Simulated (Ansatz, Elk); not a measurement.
# ZnBi2: X-ray structure factors from the self-consistent density

Structure refinements treat a crystal as free atoms side by side. For a made-up structure of ZnBi2 (cell and positions from a r2SCAN relaxation) the runs below show what the calculated density changes in F(hkl).

Calculated with Elk 11.2.3 (patched build); DFT, PBE, all-electron APW+lo, Dirac cores, scalar-relativistic bands, static density, no spin.

The structure was built from a prototype and need not be the compound's stable phase.

## 1. The starting structure

Symmetry: I4_122, No. 98, tetragonal system. The conventional cell has a = 8.707 Å, b = 8.707 Å, c = 4.875 Å, α = 90.00°, β = 90.00°, γ = 90.00°. Nearest to Bi lie 2 Zn at 2.85 Å and 2 Bi at 3.03 Å. Zn has 4 Bi at 2.85 Å nearest. Farther neighbours are not listed.

## 2. Ground state and structure factors

An all-electron density is needed, since X-rays see the cores too. Task 0 finds the density and task 195 Fourier-transforms it; tshift is off so that phases refer to the origin typed.

File elk.in:

```
tasks
  0
  195

xctype
  20

spinpol
  .false.

rgkmax
  7.0

gmaxvr
  14.0

lmaxo
  7

lmaxapw
  8

swidth
  0.002

tshift
  .false.

ramdisk
  .false.

hmaxvr
  5.5

maxscl
  120

epspot
  1e-06

sppath
  './'

avec
  -8.22653412297 8.22653412297 4.60617624152
  8.22653412297 -8.22653412297 4.60617624152
  8.22653412297 8.22653412297 -4.60617624152

atoms
  2
  'Bi.in'
  4
  0.4000309001 0.6250000000 0.2750309001   0.000000 0.000000 0.000000
  0.8750000000 0.6500309001 0.2750309001   0.000000 0.000000 0.000000
  0.3499690999 0.1250000000 0.7249690999   0.000000 0.000000 0.000000
  0.3750000000 0.5999690999 0.7249690999   0.000000 0.000000 0.000000
  'Zn.in'
  2
  -0.0000000000 0.0000000000 -0.0000000000   0.000000 0.000000 0.000000
  0.7500000000 0.2500000000 0.5000000000   0.000000 0.000000 0.000000

ngridk
  5 5 5
```

The run is started by

```bash
$ OMP_NUM_THREADS=4 elk
```

Numbers of over 12 decimals in the logs are rounded to 6 here.

The program printed:

```text
┌─────────────────────────┐
│ Elk code version 11.2.3 │
└─────────────────────────┘

All units are atomic (Hartree, Bohr, etc.)

┌─────────────────────────────────────────────────┐
│ Ground-state run starting from atomic densities │
└─────────────────────────────────────────────────┘

Lattice vectors :
  -8.226534123       8.226534123       4.606176242
   8.226534123      -8.226534123       4.606176242
   8.226534123       8.226534123      -4.606176242

Reciprocal lattice vectors :
  0.3487489062E-18  0.3818853246      0.6820391772
  0.3818853246      0.3487489062E-18  0.6820391772
  0.3818853246      0.3818853246     -0.9243846923E-17

Unit cell volume      :    1246.907822
Brillouin zone volume :   0.1989322780

Muffin-tin inner radius fraction :   0.1000000000E-01

Nuclei treated as point charges

Species : 1 (Bi)
 parameters loaded from : Bi.in
 name : bismuth
 nuclear charge    :   -83.00000000
 electronic charge :    83.00000000
 atomic mass :    380947.9285
 muffin-tin radius :    2.800000000
 number of radial points in muffin-tin :   1393
 inner part over the whole radius :   0.9976520004E-02
 number on inner part of muffin-tin    :   1001
 approximate nuclear radius :   0.1052171418E-03
 number of mesh points to nuclear radius :    526
 atomic positions (lattice), magnetic fields (Cartesian) :
  1 :   0.40003090  0.62500000  0.27503090    0.00000000  0.00000000  0.00000000
  2 :   0.87500000  0.65003090  0.27503090    0.00000000  0.00000000  0.00000000
  3 :   0.34996910  0.12500000  0.72496910    0.00000000  0.00000000  0.00000000
  4 :   0.37500000  0.59996910  0.72496910    0.00000000  0.00000000  0.00000000

Species : 2 (Zn)
 parameters loaded from : Zn.in
 name : zinc
 nuclear charge    :   -30.00000000
 electronic charge :    30.00000000
 atomic mass :    119233.3130
 muffin-tin radius :    2.400000000
 number of radial points in muffin-tin :    993
 inner part over the whole radius :   0.9843840322E-02
 number on inner part of muffin-tin    :    701
 approximate nuclear radius :   0.7484757725E-04
 number of mesh points to nuclear radius :    337
 atomic positions (lattice), magnetic fields (Cartesian) :
  1 :   0.00000000  0.00000000  0.00000000    0.00000000  0.00000000  0.00000000
  2 :   0.75000000  0.25000000  0.50000000    0.00000000  0.00000000  0.00000000

Total number of atoms per unit cell :    6
Total muffin-tin volume :    483.6209619
 ratio of muffin-tin to unit cell volume :   0.3878562260

Spin treatment :
 spin-unpolarised

Number of Bravais lattice symmetries :   16
Number of crystal symmetries         :    8
Crystal has no inversion symmetry
Complex Hermitian eigensolver will be used

k-point grid :      5     5     5
k-point offset :    0.000000000       0.000000000       0.000000000
k-point set is reduced with full crystal symmetry group
Total number of k-points :       20

Muffin-tin radius times maximum |G+k| :    7.000000000
 using average radius
Maximum |G+k| for APW functions       :    2.625000000
Maximum (1/2)|G+k|²                   :    3.445312500
Maximum |G| for potential and density :    14.00000000
Constant for pseudocharge density :   10
 order of it for each species :   17  17
 order of it for pair densities of each species (exact exchange by exxq0 0: 18) :   11   7
Radial integration step length :    1

G-vector grid sizes :     56    56    56
Number of G-vectors :    57721

Maximum angular momentum used for
 APW functions            :    8
 outer part of muffin-tin :    7
 inner part of muffin-tin :    2

Total nuclear charge    :   -392.0000000
Total core charge       :    296.0000000
Total valence charge    :    96.00000000
Total excess charge     :    0.000000000
Total electronic charge :    392.0000000

Effective Wigner radius, rₛ :   0.9123326644

Number of empty states         :     24
Total number of valence states :     73
Total number of core states    :    296

Third-order local-orbitals added for an l without core states : T
Total number of local-orbitals :    104

[...]
xc potential                :     -2302.7010935945
 exchange                    :     -1714.5543004586
 correlation                 :     -23.353920589267
 electron entropic           :    -0.19340427826115E-03
 total energy                :     -89920.133940525

Density of states at Fermi energy :    11.64788821
 (states/Hartree/unit cell)

Estimated indirect band gap :   0.8423357267E-02
 from k-point 17 to k-point 20
Estimated direct band gap   :   0.9498471844E-02
 at k-point 20

Charges :
 core                        :    296.0000000
 valence                     :    96.00000000
 interstitial                :    9.525184228
 muffin-tins (core leakage)
  species : 1 (Bi)
[...]
species : 2 (Zn)
[...]
total in muffin-tins        :    382.4748158
 total calculated charge     :    391.9967649
 total charge                :    392.0000000
 error                       :   0.3235095410E-02

RMS change in Kohn-Sham potential (target) :   0.1503702070     (  0.1000000000E-05)
Absolute change in total energy (target)   :   0.3810125801     (  0.1000000000E-03)

[... loops 3 to 15 left out ...]

┌──────────────────┐
│ Loop number : 16 │
└──────────────────┘

Energies :
 Fermi                       :     0.171926
 sum of occupied eigenvalues :     -55574.534251064
 electron kinetic            :      104643.63682223
 core electron kinetic       :      103623.46592594
 Coulomb                     :     -192823.78478272
 Coulomb potential           :     -157944.23760657
 nuclear-nuclear             :     -6492.5320752269
 electron-nuclear            :     -214823.07667438
 Hartree                     :      28491.823966890
 Madelung                    :     -113851.66597944
 xc potential                :     -2273.9334667323
 exchange                    :     -1714.8838583681
 correlation                 :     -23.355390772635
 electron entropic           :    -0.26755596733194E-03
 total energy                :     -89918.387477182

Density of states at Fermi energy :    16.71699797
 (states/Hartree/unit cell)

Estimated indirect band gap :   0.7716431810E-02
 from k-point 17 to k-point 20
Estimated direct band gap   :   0.8641205961E-02
 at k-point 20

Charges :
 core                        :    296.0000000
 valence                     :    96.00000000
 interstitial                :    9.326702560
 muffin-tins (core leakage)
  species : 1 (Bi)
[...]
species : 2 (Zn)
[...]
total in muffin-tins        :    382.6732974
 total calculated charge     :    391.9968411
 total charge                :    392.0000000
 error                       :   0.3158859860E-02

RMS change in Kohn-Sham potential (target) :   0.2702925230E-07 (  0.1000000000E-05)
Absolute change in total energy (target)   :   0.2771384607E-04 (  0.1000000000E-03)

Convergence targets achieved

┌──────────────────┐
│ Loop number : 17 │
└──────────────────┘

Energies :
 Fermi                       :     0.171926
 sum of occupied eigenvalues :     -55574.534248369
 electron kinetic            :      104643.63682716
 core electron kinetic       :      103623.46593116
 Coulomb                     :     -192823.78478447
 Coulomb potential           :     -157944.23760994
 nuclear-nuclear             :     -6492.5320752269
 electron-nuclear            :     -214823.07667446
 Hartree                     :      28491.823965223
 Madelung                    :     -113851.66597950
 xc potential                :     -2273.9334655942
 exchange                    :     -1714.8838583323
 correlation                 :     -23.355390772931
 electron entropic           :    -0.26755587476456E-03
 total energy                :     -89918.387473969

Density of states at Fermi energy :    16.71699074
 (states/Hartree/unit cell)

Estimated indirect band gap :   0.7716432671E-02
 from k-point 17 to k-point 20
Estimated direct band gap   :   0.8641206691E-02
 at k-point 20

Charges :
 core                        :    296.0000000
 valence                     :    96.00000000
 interstitial                :    9.326702596
 muffin-tins (core leakage)
  species : 1 (Bi)
[...]
atom 4                    :    81.27084368     (  0.6794146377E-03)
  species : 2 (Zn)
   atom 1                    :    28.79496134     (  0.8048240693E-04)
   atom 2                    :    28.79496134     (  0.8048240693E-04)
 total in muffin-tins        :    382.6732974
 total calculated charge     :    391.9968411
 total charge                :    392.0000000
 error                       :   0.3158859889E-02

┌──────────────────────────────┐
│ Self-consistent loop stopped │
└──────────────────────────────┘

Warning : the lowest level lies among the core levels :   -2.773683221      -2.938775670

Warning : core states of species 1 leak from the muffin-tin :   0.6794146377E-03

Wrote STATE.OUT
```

Run time: 55 s. Hardware: 4 threads of AMD EPYC 7B13 (Zen 3), shared host; peak memory 0.32 GiB; 2.3 min of CPU time.

SFACRHO.OUT:

```text

h k l indices transformed by vhmat matrix:
   1.000000000       0.000000000       0.000000000    
   0.000000000       1.000000000       0.000000000    
   0.000000000       0.000000000       1.000000000    

      h      k      l  multipl.   |H|            Re(F)            Im(F)           |F|

      0      0      0      1   0.0000000       392.00000     -0.19364006E-15   392.00000    
      0      0     -1      2  0.54006741      -50.041647     -0.87035484E-14   50.041647    
      1     -1      0      2  0.54006741       50.041647      0.87765846E-14   50.041647    
     -1      1     -1      4  0.76377065       47.196441      0.28891984E-13   47.196441    
     -1      0      0      4  0.78167374      -80.302901      -80.302901       113.56545    
     -1      0      1      4  0.78167374      -80.302901       80.302901       113.56545    
     -2      2      0      2   1.0801348      -227.64416     -0.16097061E-13   227.64416    
      0      0     -2      2   1.0801348      -227.64416      0.13936193E-13   227.64416    
      0     -1     -1      4   1.0928675       159.64796       95.648426       186.10774    
      0     -1      2      4   1.0928675       159.64796      -95.648426       186.10774    
      1     -2      0      4   1.0928675       95.648426       159.64796       186.10774    
      2     -1     -1      4   1.0928675       95.648426      -159.64796       186.10774    
     -2      2     -1      4   1.2076274       42.721614     -0.21499575E-15   42.721614    
      1     -1      2      4   1.2076274      -42.721614     -0.68939254E-13   42.721614    
      2     -1     -2      4   1.3333061      -64.288940      -64.288940       90.918291    
     -1      2     -2      4   1.3333061      -64.288940       64.288940       90.918291    
      1      1     -1      2   1.3640784     -0.17304322E-13 -0.75511954E-14  0.18880151E-13
     -1     -1      0      4   1.4671001       46.609585      0.45386171E-13   46.609585
```

Elk indexes on the primitive cell of elk.in and gives |H| = 4π sin θ/λ in inverse bohr. Below, one row stands for each form hkl of the conventional cell (m members, Friedel mates merged), F is for one primitive cell and the density is static (no thermal factor). Free-atom factors are Waasmaier and Kirfel's, and R is Σm||F|−|F'||/Σm|F|.

```tsv
hkl	m	sin θ/λ (Å⁻¹)	abs F, DFT	neutral atoms	diff.	abs of complex diff.
110	4	0.081	50.042	50.007	+0.034	0.034
200	4	0.115	47.196	47.236	-0.039	0.039
101	8	0.117	113.565	113.572	-0.007	0.007
220	4	0.162	227.644	227.586	+0.058	0.058
211	16	0.164	186.108	186.283	-0.175	0.178
310	8	0.182	42.722	42.730	-0.009	0.009
301	8	0.201	90.918	90.688	+0.231	0.231
002	2	0.205	0.000	0.000	+0.000	0.000
112	8	0.221	46.610	47.070	-0.460	0.460
400	4	0.230	291.046	291.677	-0.631	0.631
321	16	0.231	158.529	158.973	-0.444	0.444
202	8	0.235	262.596	262.897	-0.301	0.301
330	4	0.244	121.000	121.268	-0.268	0.268
420	8	0.257	62.728	63.190	-0.462	0.462
```

## 3. The highest occupied states alone

An energy window below the Fermi level keeps the highest occupied states, to see at which angles they scatter; shallow core shells can lie inside it and anion s states outside. No new self-consistency is needed.

Edit elk.in of step 2 so:

```diff
@@ -1,3 +1,2 @@
 tasks
-  0
   195
@@ -40,2 +39,5 @@
 
+wsfac
+  -0.379310 0.471930
+
 sppath
```

The run is started by

```bash
$ OMP_NUM_THREADS=4 elk
```

The program printed:

```text
┌─────────────────────────────────┐
│ Elk code version 11.2.3 started │
└─────────────────────────────────┘

Info(readinput): the functional depends on the density's gradient
 muffin-tin radial points multiplied by    2.00000
 (not where nrmtscf is given)

┌────────────────────┐
│ Current task : 195 │
└────────────────────┘

Info(sfacrho): density structure factors written to SFACRHO.OUT

 Energy window :  -0.3793100000      0.4719300000

┌──────────────────┐
│ Elk code stopped │
└──────────────────┘
```

It took 18 s on 4 threads; peak memory 0.24 GiB.

States within 15 eV below the Fermi level hold 44.00 electrons; any levels below the window count with the cores. Their amplitudes can exceed the total, where window and core parts have opposite phase:

```tsv
hkl	sin θ/λ (Å⁻¹)	abs F, window	abs F, all
110	0.081	2.111	50.042
200	0.115	19.508	47.196
101	0.117	9.554	113.565
220	0.162	13.231	227.644
211	0.164	13.853	186.108
310	0.182	0.360	42.722
301	0.201	9.903	90.918
002	0.205	0.000	0.000
112	0.221	13.917	46.610
400	0.230	13.697	291.046
```

## 4. Another functional

The difference from free atoms is small, so it is set against the change that LDA (Perdew-Wang) makes.

Edit elk.in of step 3 so:

```diff
@@ -1,2 +1,3 @@
 tasks
+  0
   195
@@ -4,3 +5,3 @@
 xctype
-  20
+  3
 
@@ -39,5 +40,2 @@
 
-wsfac
-  -0.379310 0.471930
-
 sppath
```

The run is started by

```bash
$ OMP_NUM_THREADS=4 elk
```

The program printed:

```text
┌─────────────────────────┐
│ Elk code version 11.2.3 │
└─────────────────────────┘

All units are atomic (Hartree, Bohr, etc.)

┌─────────────────────────────────────────────────┐
│ Ground-state run starting from atomic densities │
└─────────────────────────────────────────────────┘

Lattice vectors :
  -8.226534123       8.226534123       4.606176242
   8.226534123      -8.226534123       4.606176242
   8.226534123       8.226534123      -4.606176242

Reciprocal lattice vectors :
  0.3487489062E-18  0.3818853246      0.6820391772
[...]
species : 2 (Zn)
   atom 1                    :    28.81052585     (  0.8064091202E-04)
   atom 2                    :    28.81052585     (  0.8064091202E-04)
 total in muffin-tins        :    382.7438899
 total calculated charge     :    391.9968327
 total charge                :    392.0000000
 error                       :   0.3167308498E-02

┌──────────────────────────────┐
│ Self-consistent loop stopped │
└──────────────────────────────┘

Warning : the lowest level lies among the core levels :   -2.772486495      -2.944971225

Warning : core states of species 1 leak from the muffin-tin :   0.6785633839E-03

Wrote STATE.OUT
[key lines of the parts left out:]
total energy                :     -89867.000489845
```

It took 34 s on 4 threads; peak memory 0.25 GiB.

Against the first run R = 0.01 %; the largest change is -0.064 at 440.

## 5. Basis size

A smaller basis shows how fast F responds to it; the change is likely larger than the basis error of the first run, but doesn't show convergence.

Edit elk.in of step 4 so:

```diff
@@ -5,3 +5,3 @@
 xctype
-  3
+  20
 
@@ -11,3 +11,3 @@
 rgkmax
-  7.0
+  5.5
```

The run is started by

```bash
$ OMP_NUM_THREADS=4 elk
```

The program printed:

```text
┌─────────────────────────┐
│ Elk code version 11.2.3 │
└─────────────────────────┘

All units are atomic (Hartree, Bohr, etc.)

┌─────────────────────────────────────────────────┐
│ Ground-state run starting from atomic densities │
└─────────────────────────────────────────────────┘

Lattice vectors :
  -8.226534123       8.226534123       4.606176242
   8.226534123      -8.226534123       4.606176242
   8.226534123       8.226534123      -4.606176242

Reciprocal lattice vectors :
  0.3487489062E-18  0.3818853246      0.6820391772
[...]
species : 2 (Zn)
   atom 1                    :    28.75238008     (  0.8154413869E-04)
   atom 2                    :    28.75238008     (  0.8154413869E-04)
 total in muffin-tins        :    382.4831982
 total calculated charge     :    391.9971832
 total charge                :    392.0000000
 error                       :   0.2816795727E-02

┌──────────────────────────────┐
│ Self-consistent loop stopped │
└──────────────────────────────┘

Warning : the lowest level lies among the core levels :   -2.774910201      -2.946180758

Warning : core states of species 1 leak from the muffin-tin :   0.6832945772E-03

Wrote STATE.OUT
[key lines of the parts left out:]
total energy                :     -89918.120054410
```

The job ended after 42 s (4 threads; peak memory 0.3 GiB; 100 s of CPU time).

Against the first run R = 0.01 %; the largest change is +0.134 at 440.

## 6. Settings against the effect

```tsv
run	R against the first run (%)	R against neutral atoms, low angle (%)	wall time
PBE, rgkmax 7	0.00	0.18	55 s
LDA (Perdew-Wang)	0.01	0.19	34 s
rgkmax 5.5	0.01	0.17	42 s
```

## 7. Summary of results

```yaml
r_against_neutral_atoms_sin_theta_lambda_0p3_a_minus1: 0.18 %
r_against_neutral_atoms_0p3_to_0p65_a_minus1: 0.03 %
```

In words: Independent neutral atoms miss the calculated amplitudes by R = 0.18 % below 0.3 Å⁻¹ and 0.03 % from there to 0.65 Å⁻¹; by shells, 0.03 % below 0.15 Å⁻¹ (3 forms), 0.20 % 0.15 to 0.3 (14 forms), 0.07 % 0.3 to 0.45 (37 forms), 0.01 % above 0.45 (91 forms). Bonding, aspherical density and the tables' own atoms all enter these figures, and the runs don't part them. The largest change of an amplitude is -0.63 electrons, at 400. R counts amplitudes alone; phases shift too. Weak lines can change much in proportion: 222 goes from 0.00 to 0.10. The window's part falls from 44.0 electrons at the origin to at most 6.18 between 0.45 and 0.65 Å⁻¹, where compact states inside the window still scatter. Below 0.3 Å⁻¹ the changes that finished (LDA (Perdew-Wang) and rgkmax 5.5) move F by R = 0.02 % at most, against the 0.18 % that separates it from free atoms. The k-mesh has no finished test. Spin-orbit coupling is left out, which can matter for elements this heavy. Part of the difference isn't bonding: the tables are fits to free atoms and ions calculated by other methods than this functional. Thermal motion, anomalous dispersion and extinction are left out.

[Logs are printed without paths, hosts, clocks, repeated set-up lines and the standing remarks that a program may print on its own settings, such as how far it seeks lower states.]

[Hosts, paths, dates, database ids (printed as entryN), source tags and the programs' standing remarks are cut or masked in the printed files.]
